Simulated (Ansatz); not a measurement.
# BeZn2P2 (built on the sites of a database entry of CaZn2P2): converging a phonon calculation

How do the frequencies of BeZn2P2 (built on the sites of a database entry of CaZn2P2) move with q mesh, k mesh and cutoff?

Method: DFT PBEsol, scalar-relativistic, plane waves, PAW, in Ansatz 0.2.0.

The structure was built from a prototype and need not be the compound's stable phase.

**1. Set-up**

Symmetry: P-3m1, No. 164, trigonal system. Conventional cell: a = 3.732 Å, b = 3.732 Å, c = 6.087 Å, α = 90.00°, β = 90.00°, γ = 120.00°. Be has 6 P at 2.50 Å nearest. Nearest to Zn lie 4 P at 2.39 to 2.54 Å and 3 Zn at 2.63 Å. Nearest to P lie 4 Zn at 2.39 to 2.54 Å and 3 Be at 2.50 Å. Farther neighbours are not listed.

**2. Relaxing to small forces for the phonons**

Phonons need a cell at rest on their own settings, so the relaxation is repeated with tight tolerances on forces and stress, using the mesh and the filling of the phonon run that follows.

Contents of input.yaml:

```yaml
crystal:
  lattice:
    - [3.7323571941, -3.0522e-06, 0.0]
    - [-1.8661759538, 3.2323176722, 0.0]
    - [0.0, 0.0, 6.0872102074]
  atoms:
    - { symbol: Be, position: [0.0, 0.0, 0.0] }
    - { symbol: Zn, position: [0.3333333333, 0.6666666667, 0.6239930623] }
    - { symbol: Zn, position: [0.6666666667, 0.3333333333, 0.3760069377] }
    - { symbol: P, position: [0.3333333333, 0.6666666667, 0.206779415] }
    - { symbol: P, position: [0.6666666667, 0.3333333333, 0.793220585] }
kpoints:
  mp_grid: { grid: [9, 9, 6] }
hamiltonian:
  xc: pbesol
scf:
  occupations: { method: methfessel_paxton, width: 0.15 }
output:
  forces: true
  stress: true
  eigenvalues: true
relax:
  adjacent_minimum: "off"
  f_tol: 0.001
  max_steps: 60
  cell: { stress_tol: 0.01 }
```

Started as:

```
ansatz run input.yaml --threads 8 --pin off --max-ram 14336MiB --backend cpu --events-out ev --progress --plain --runs-dir out
```

Numbers of over 12 decimals in the logs are rounded to 6 here.

The log of the run:

```text
Engine: ansatz 0.2.0, aarch64-unknown-linux-gnu
Pseudopotentials: kind: paw
Pseudopotential: Be, paw, valence charge 2, recommended cutoff 420 eV (normal), Be.paw.azcp
Pseudopotential: Zn, paw, valence charge 12, recommended cutoff 420 eV (normal), Zn.paw.azcp
Pseudopotential: P, paw, valence charge 5, recommended cutoff 420 eV (normal), P.paw.azcp
Functional definition: PBEsol
  exchange = pbesol_x
[...]
cell:  # Å, volume = 73.4430 Å³
    - [3.732744, -3.0524971939095235e-6, 0]
    - [-1.866369, 3.232652, 0]
    - [0, 0, 6.086439]
  atoms:
    - { symbol: Be, position: [0, 0, 0] }
    - { symbol: Zn, position: [0.333333, 0.666667, 0.624077] }
    - { symbol: Zn, position: [0.666667, 0.333333, 0.375923] }
    - { symbol: P, position: [0.333333, 0.666667, 0.206929] }
    - { symbol: P, position: [0.666667, 0.333333, 0.793071] }
[key lines of the parts left out:]
SCF converged after 6 iterations
Free energy (F): -8132.088942 eV
Fermi energy:    9.384908 eV
P = ⅓ Tr σ = 0.0003 GPa (0.003 kbar)
```

It took 5.3 s on 8 threads of Arm Neoverse V2, shared host; peak memory 0.49 GiB.

Little changed from the start: no atom moved by 0.005 Å and no cell edge by 0.1 %.

This step gave:

| Property | Result |
| --- | --- |
| pressure | 3.07e-4 GPa |
| volume per atom | 14.69 Å³ |
| gap on the k-mesh | 0 eV |

The largest force component left is 0.48 meV/Å and the pressure is 0.000 GPa, within the tolerances set. The cell now holds 14.69 Å³/atom.

**3. The dispersion**

Stability and thermal properties need the whole zone. Linear response on a 3×3×2 q mesh gives force constants as far as a supercell of that size would.

Contents of input.yaml:

```yaml
crystal:
  lattice:
    - [3.7327437306, -3.0525e-06, 0.0]
    - [-1.8663692218, 3.2326524228, 0.0]
    - [0.0, 0.0, 6.0864390006]
  atoms:
    - { symbol: Be, position: [0.0, 0.0, 0.0] }
    - { symbol: Zn, position: [0.3333333333, 0.6666666667, 0.6240765723] }
    - { symbol: Zn, position: [0.6666666667, 0.3333333333, 0.3759234277] }
    - { symbol: P, position: [0.3333333333, 0.6666666667, 0.2069294324] }
    - { symbol: P, position: [0.6666666667, 0.3333333333, 0.7930705676] }
kpoints:
  mp_grid: { grid: [9, 9, 6] }
hamiltonian:
  xc: pbesol
scf:
  occupations: { method: methfessel_paxton, width: 0.15 }
output:
  eigenvalues: true
phonons:
  method: dfpt
  qmesh: [3, 3, 2]
  temperatures: { t_max: 1000, t_step: 50 }
  qpath:
    path:
      - [[0.0, 0.0, 0.0], [0.5, 0.0, 0.0], [0.33333333, 0.33333333, 0.0], [0.0, 0.0, 0.0], [0.0, 0.0, 0.5], [0.5, 0.0, 0.5], [0.33333333, 0.33333333, 0.5], [0.0, 0.0, 0.5]]
      - [[0.5, 0.0, 0.5], [0.5, 0.0, 0.0]]
      - [[0.33333333, 0.33333333, 0.5], [0.33333333, 0.33333333, 0.0]]
    npoints: 10
```

The log of the run:

```text
Warning: phonons: the dynamical matrix that this run interpolates holds no multipole term above the dipole-dipole one, and a site of this crystal is no centre of inversion, so its interpolated transverse optical and acoustic branches and sound speeds can stay off near Gamma, and the density of states and the thermodynamics with them. What a run solves at a wave vector of phonons.qpoints, Gamma apart, where the deck admits one, is free of this, and under fd what a larger phonons.supercell samples
[...]
Crystal: 5 atoms, lattice volume = 73.443 Å³
Basis set: ecut = 420 eV, 1437 PW (Γ), exchange–correlation on 50×50×90 points (8 copies of the dense FFT grid, shifted against one another)
Bands: 23, of which v1, the nominal top of the filled ones, is band 18 counted from 1 (17 counted from 0)
Symmetry: 12 space group operations
k-points: 62 of 486
[...]
SCF iter   1: F=—  HF=-8132.092074 eV  |F-HF|=—  |Δ(HF+E_count)|=         —  Δρ=4.09e-3  dr2=1.05e-2  ethr=1.77e-3  ⟨swp⟩=6.3  Hψ=7783  notcnv=0
[...]
SCF iter  11: F=-8132.088942 eV  HF=-8132.088942 eV  |F-HF|=5.46e-12  |Δ(HF+E_count)|=  2.73e-12  S|Δr|=    0.00e0  Δρ=4.26e-8  dr2=1.49e-12  ethr=1.00e-12  ⟨swp⟩=9.3  Hψ=7748  notcnv=0
SCF 1 converged in 11 iterations: F = -8132.088942 eV  dr2 = 1.49e-12
[...]
SCF iter   7: F=-8132.088942 eV  HF=-8132.088942 eV  |F-HF|=9.09e-13  |Δ(HF+E_count)|=  5.46e-12  S|Δr|=    0.00e0  Δρ=7.93e-8  dr2=5.20e-12  ethr=1.00e-12  ⟨swp⟩=4.2  Hψ=3915  notcnv=0
SCF 2 converged in 7 iterations: F = -8132.088942 eV  dr2 = 5.20e-12
phonons: the bands overlap, so this run is a metal and interpolates without the dipole-dipole term. If the crystal is really an insulator or semiconductor, its LO-TO splitting is missing
NSCF: frozen V_eff on 62 k-points
[...]
DFPT response loops at q = (0, 0, 0) (fractional): preconditioner auto → Kerker (q_TF=auto, 2.423 Å⁻¹) (partly filled bands, converged f_vac=0.000); β = 1.00, the filter's whole step (`scf.mixing.beta` (0.50) is not read by the response loops under this deck's `scf.mixing.preconditioner`; to damp them name `kerker` or `kerker_dos`, under which they read `scf.mixing.beta`, and type it under 1.00, their step now; both keys bind the ground state too); Broyden in place of MSR1
[...]
SCF converged after 11 iterations
[...]
Free energy (F): -8132.088942 eV
[...]
Internal energy: -8132.089842 eV  (E = F + TS)
E sigma→0 (E₀):  -8132.089167 eV
Entropy (-TS):   0.000901 eV (0.180 meV/atom)
Fermi energy:    9.384908 eV
[...]
--- Band table (eV; the first three rows and the last of 62) ---
  k-point 0: bands = [... 14 lower, 8.4537, 9.1038, 9.1038, 9.5075, 11.1626, 11.2260, 12.5679, 12.5679, ... 1 higher]
  k-point 1: bands = [... 14 lower, 8.5128, 8.5847, 9.1008, 9.1008, 11.1315, 11.9901, 12.2146, 12.2146, ... 1 higher]
  k-point 2: bands = [... 14 lower, 8.6542, 8.6542, 9.0809, 9.0809, 11.2766, 11.6997, 11.6997, 12.3210, ... 1 higher]
  k-point 61: bands = [... 14 lower, 4.3934, 4.4364, 8.0182, 8.0182, 10.8651, 10.8651, 11.9919, 12.6679, ... 1 higher]
--- Phonons (Γ-DFPT): 6 representative perturbations + reference (Σ response iterations 21) ---
  ASR residual: 1.023e-4 → 0.000e0 eV/Å²; symmetrization residual: 1.269e-5 eV/Å²
  ASR residual per site (eV/Å²): 1.02e-4 9.07e-6 9.07e-6 5.17e-6 5.17e-6
  Γ frequencies (cm⁻¹): -155.73 -155.73 0.00 0.00 0.00 88.57 88.57 104.84 166.64 220.14 220.14 225.79 225.79 287.16 293.81
--- Phonons (arbitrary-q DFPT): 6 irreducible q on the 3×3×2 mesh ---
  q = [0.0000, 0.0000, 0.0000] (star 1, of the zone-centre solve; hermiticity 2.12e-6, symmetrization 1.06e-6): -155.73 -155.73 -0.00 -0.00 0.00 88.57 88.57 104.84 166.64 220.14 220.14 225.79 225.79 287.16 293.81
  q = [0.0000, 0.0000, -0.5000] (star 1, 6 solved perturbations in 918 linear systems a pass and spin channel, the states on 244 of 486 k-point pairs; hermiticity 4.85e-7, symmetrization 1.59e-6): -105.80 -105.80 -50.18 -50.18 117.77 117.77 124.87 156.77 189.39 189.39 230.48 243.19 243.19 288.45 311.51
[...]
sum rule: each row above includes the acoustic sum rule's correction from the zone centre's row sums; it moved no ω² by more than (1.76 cm⁻¹)²
  mesh force constants: q→R imaginary residual 0.00e0; ASR residual 1.023e-4 → 0.000e0 eV/Å²; symmetrization residual 7.105e-15 eV/Å²
  interpolated dispersion: 93 rows × 15 modes
  density of states and harmonic sums: on the 21×21×10 q-mesh, interpolated from the force constants of a 3×3×2 supercell (no non-analytic term)
  largest difference from the sums on the solved wave vectors: F 1.20e-1 eV, S 1.57e-4 and C_V 3.83e-5 eV/K
  zero-point energy: 0.144005 eV/cell   skipped modes (ω ≤ 0): 1116, of them read as no rigid motion or as one in doubt: 1113 (2.505e0 modes/cell left out, lowest -155.73 cm⁻¹)   left out of the sums: 1.67e-1 of the cell's modes: C_V's classical limit lies that fraction below 3 k_B per atom; for a crystal, a wire or a layer, F and S can be off by more, and a phonons.interpolated_qmesh denser along its periods is the remedy for the sampling
```

Run time: 4.9 min. Hardware: 8 threads; peak memory 2.2 GiB; 37 min of CPU time.

Reading the cycles: dr2 is the Hartree energy of the density residual (eV), the measure of convergence; HF is the Harris–Foulkes estimate of the energy, which meets the free energy F at convergence.

Numbers from this step:

| Item | Value |
| --- | --- |
| sum-rule residual before enforcement | 1.02e-4 eV/Å² |
| lowest frequency on the path | -155.9 cm⁻¹ |
| point group | -3m |
| highest frequency on the path or at a solved wavevector | 335.2 cm⁻¹ |
| highest optical mode at the zone centre (no LO-TO term) | 293.8 cm⁻¹ |
| lowest optical zone-centre mode | -155.7 cm⁻¹ |
| lowest mode on the q mesh (acoustic modes at Γ apart) | -155.7 cm⁻¹ |

Frequencies (cm⁻¹) solved at each irreducible wavevector; negative means imaginary. Frequencies by wavevector, by row:

```
q in reciprocal lattice units  star  mode 1  mode 2  mode 3  mode 4  mode 13  mode 14  mode 15
                        0 0 0     1  -155.7  -155.7       0       0    225.8    287.2    293.8
                     0 0 -0.5     1  -105.8  -105.8   -50.2   -50.2    243.2    288.4    311.5
                   0 0.3333 0     6  -144.2   -88.4   -39.4    73.1    266.7    289.9    317.6
                0 0.3333 -0.5     6  -120.8  -106.4   -63.3    65.9    285.4    291.9    310.1
              0.3333 0.3333 0     2    -150   -71.9   -71.9    82.2    289.5    289.5    311.4
           0.3333 0.3333 -0.5     2  -106.6    63.1    63.1    86.8      293      293    293.2
```

Interpolated from a 3×3×2 q mesh. Phonon branches along the path, in cm⁻¹:

```
    point  branch 1  branch 2  branch 3  branch 4  branch 12  branch 13  branch 14  branch 15
        Γ      -156      -156         0         0        226        226        287        294
  halfway      -141       -22         6        85        245        261        272        293
        M      -150      -144       -69        86        248        273        328        332
  halfway      -148      -132        -7        78        265        268        312        322
        K      -150       -72       -72        82        257        290        290        311
  halfway      -121       -70        51        71        243        269        272        300
        Γ      -156      -156         0         0        226        226        287        294
  halfway      -136      -136       -26       -26        238        238        266        316
        A      -106      -106       -50       -50        243        243        288        312
  halfway      -127       -73       -62        75        250        268        273        300
        L      -156      -104       -58        80        250        301        320        321
  halfway      -134       -39        53        68        264        291        311        316
        H      -107        63        63        87        290        293        293        293
  halfway      -128       -69        45        69        257        275        280        297
        A      -106      -106       -50       -50        243        243        288        312
jump to L      -156      -104       -58        80        250        301        320        321
  halfway      -150      -130       -65        82        249        291        314        334
        M      -150      -144       -69        86        248        273        328        332
jump to H      -107        63        63        87        290        293        293        293
  halfway      -130        20        20        85        268        290        290        307
        K      -150       -72       -72        82        257        290        290        311
```

Symmetry leaves 6 wavevectors to solve. The lowest mode among them, the acoustic zeros apart, lies at Γ and is imaginary, 155.7i cm⁻¹, so the energy falls along it.

**4. Another q mesh, k-mesh 10×10×6, q mesh 2×2×1**

The q mesh is changed to 2×2×1, to see how far the force constants must reach; the k mesh is 10×10×6, against 9×9×6 in the base run, so that the q mesh divides it.

Edit input.yaml of step 3 so:

```diff
@@ -12,3 +12,3 @@
 kpoints:
-  mp_grid: { grid: [9, 9, 6] }
+  mp_grid: { grid: [10, 10, 6] }
 hamiltonian:
@@ -21,3 +21,3 @@
   method: dfpt
-  qmesh: [3, 3, 2]
+  qmesh: [2, 2, 1]
   temperatures: { t_max: 1000, t_step: 50 }
```

The log of the run:

```text
[...]
Crystal: 5 atoms, lattice volume = 73.443 Å³
Basis set: ecut = 420 eV, 1437 PW (Γ), exchange–correlation on 50×50×90 points (8 copies of the dense FFT grid, shifted against one another)
Bands: 23, of which v1, the nominal top of the filled ones, is band 18 counted from 1 (17 counted from 0)
Symmetry: 12 space group operations
k-points: 72 of 600
[...]
SCF iter   1: F=—  HF=-8132.092795 eV  |F-HF|=—  |Δ(HF+E_count)|=         —  Δρ=4.10e-3  dr2=1.09e-2  ethr=1.77e-3  ⟨swp⟩=6.3  Hψ=9023  notcnv=0
[...]
SCF iter  11: F=-8132.089569 eV  HF=-8132.089569 eV  |F-HF|=2.73e-12  |Δ(HF+E_count)|=  1.82e-12  S|Δr|=    0.00e0  Δρ=4.60e-8  dr2=1.83e-12  ethr=1.00e-12  ⟨swp⟩=9.5  Hψ=8891  notcnv=0
SCF 1 converged in 11 iterations: F = -8132.089569 eV  dr2 = 1.83e-12
[...]
SCF converged after 11 iterations
[...]
Free energy (F): -8132.089569 eV
[...]
Internal energy: -8132.088933 eV  (E = F + TS)
E sigma→0 (E₀):  -8132.089410 eV
Entropy (-TS):   -0.000636 eV (-0.127 meV/atom)
Fermi energy:    9.371608 eV
[...]
--- Band table (eV; the first three rows and the last of 72) ---
  k-point 0: bands = [... 14 lower, 8.4522, 9.1020, 9.1020, 9.5068, 11.1621, 11.2254, 12.5666, 12.5666, ... 1 higher]
  k-point 1: bands = [... 14 lower, 8.5113, 8.5842, 9.0990, 9.0990, 11.1309, 11.9895, 12.2135, 12.2135, ... 1 higher]
  k-point 2: bands = [... 14 lower, 8.6526, 8.6526, 9.0791, 9.0791, 11.2758, 11.6989, 11.6989, 12.3203, ... 1 higher]
  k-point 71: bands = [... 14 lower, 4.5495, 4.6080, 7.9239, 7.9499, 10.7684, 11.0189, 12.1451, 12.7624, ... 1 higher]
[...]
ASR residual: 1.072e-4 → 0.000e0 eV/Å²; symmetrization residual: 1.025e-5 eV/Å²
  ASR residual per site (eV/Å²): 1.07e-4 1.25e-5 1.25e-5 2.03e-5 2.03e-5
[...]
--- Phonons (arbitrary-q DFPT): 2 irreducible q on the 2×2×1 mesh ---
[...]
interpolated dispersion: 93 rows × 15 modes
[...]
```

Run time: 83 s. Hardware: 8 threads; peak memory 1.6 GiB.

This step gave:

* sum-rule residual before enforcement: 1.07e-4 eV/Å²
* highest optical mode at the zone centre (no LO-TO term): 293.6 cm⁻¹
* lowest optical zone-centre mode: -155.0 cm⁻¹
* lowest mode on the q mesh (acoustic modes at Γ apart): -155.0 cm⁻¹
* highest frequency at a solved wavevector (no LO-TO term at Γ): 314.3 cm⁻¹

Frequencies (cm⁻¹) solved at each irreducible wavevector; negative means imaginary. Frequencies by wavevector, by row:

```
q in reciprocal lattice units  star  mode 1  mode 2  mode 3  mode 4  mode 13  mode 14  mode 15
                        0 0 0     1    -155    -155       0       0    225.6    286.3    293.6
                     0 -0.5 0     3  -115.7  -106.5   -77.5    76.7    265.3    311.7    314.3
```

**5. Another k mesh, k-mesh 4×4×2, q mesh 2×2×2**

The k mesh is changed to 4×4×2 on a small fixed q mesh, to find the coarsest that serves.

Edit input.yaml of step 4 so:

```diff
@@ -12,3 +12,3 @@
 kpoints:
-  mp_grid: { grid: [10, 10, 6] }
+  mp_grid: { grid: [4, 4, 2] }
 hamiltonian:
@@ -21,3 +21,3 @@
   method: dfpt
-  qmesh: [2, 2, 1]
+  qmesh: [2, 2, 2]
   temperatures: { t_max: 1000, t_step: 50 }
```

The log of the run:

```text
[...]
Crystal: 5 atoms, lattice volume = 73.443 Å³
Basis set: ecut = 420 eV, 1437 PW (Γ), exchange–correlation on 50×50×90 points (8 copies of the dense FFT grid, shifted against one another)
Bands: 23, of which v1, the nominal top of the filled ones, is band 18 counted from 1 (17 counted from 0)
Symmetry: 12 space group operations
k-points: 8 of 32
[...]
SCF iter   1: F=—  HF=-8131.830108 eV  |F-HF|=—  |Δ(HF+E_count)|=         —  Δρ=4.26e-3  dr2=1.25e-2  ethr=1.77e-3  ⟨swp⟩=6.5  Hψ=1003  notcnv=0
[...]
SCF iter  10: F=-8131.826422 eV  HF=-8131.826422 eV  |F-HF|=0.00e0  |Δ(HF+E_count)|=  1.18e-11  S|Δr|=    0.00e0  Δρ=4.79e-8  dr2=1.84e-12  ethr=1.00e-12  ⟨swp⟩=9.0  Hψ=971  notcnv=0
SCF 1 converged in 10 iterations: F = -8131.826422 eV  dr2 = 1.84e-12
[...]
SCF iter   6: F=-8131.826422 eV  HF=-8131.826422 eV  |F-HF|=3.64e-12  |Δ(HF+E_count)|=  4.55e-12  S|Δr|=    0.00e0  Δρ=9.15e-8  dr2=6.21e-12  ethr=1.00e-12  ⟨swp⟩=2.8  Hψ=529  notcnv=0
SCF 2 converged in 6 iterations: F = -8131.826422 eV  dr2 = 6.21e-12
[...]
SCF converged after 10 iterations
[...]
Free energy (F): -8131.826422 eV
[...]
Internal energy: -8131.828505 eV  (E = F + TS)
E sigma→0 (E₀):  -8131.826943 eV
Entropy (-TS):   0.002083 eV (0.417 meV/atom)
Fermi energy:    9.481988 eV
[...]
--- Band table (eV; the first three rows and the last of 8) ---
  k-point 0: bands = [... 14 lower, 8.4961, 9.1411, 9.1411, 9.5435, 11.1711, 11.2502, 12.5818, 12.5818, ... 1 higher]
  k-point 1: bands = [... 14 lower, 8.7854, 8.7854, 9.1041, 9.1041, 11.4107, 11.4854, 11.4854, 12.1752, ... 1 higher]
  k-point 2: bands = [... 14 lower, 6.8208, 6.8648, 8.6356, 9.2842, 10.3034, 11.7703, 12.5997, 12.6196, ... 1 higher]
  k-point 7: bands = [... 14 lower, 5.0585, 5.3530, 7.4830, 7.6668, 11.0388, 11.3756, 12.5534, 13.1665, ... 1 higher]
[...]
ASR residual: 1.049e-4 → 0.000e0 eV/Å²; symmetrization residual: 1.203e-5 eV/Å²
  ASR residual per site (eV/Å²): 1.05e-4 2.03e-5 2.03e-5 1.07e-5 1.07e-5
[...]
--- Phonons (arbitrary-q DFPT): 4 irreducible q on the 2×2×2 mesh ---
[...]
interpolated dispersion: 93 rows × 15 modes
[...]
```

It took 18 s on 8 threads; peak memory 0.56 GiB; 2 min of CPU time.

The run finished; it serves as a test, and its numbers are not taken as the result.

(Continued in part 2 of 3.)

[Logs are printed without paths, hosts, clocks, repeated set-up lines and the standing remarks that a program may print on its own settings, such as how far it seeks lower states.]

[Hosts, paths, dates, database ids (printed as entryN), source tags and the programs' standing remarks are cut or masked in the printed files.]
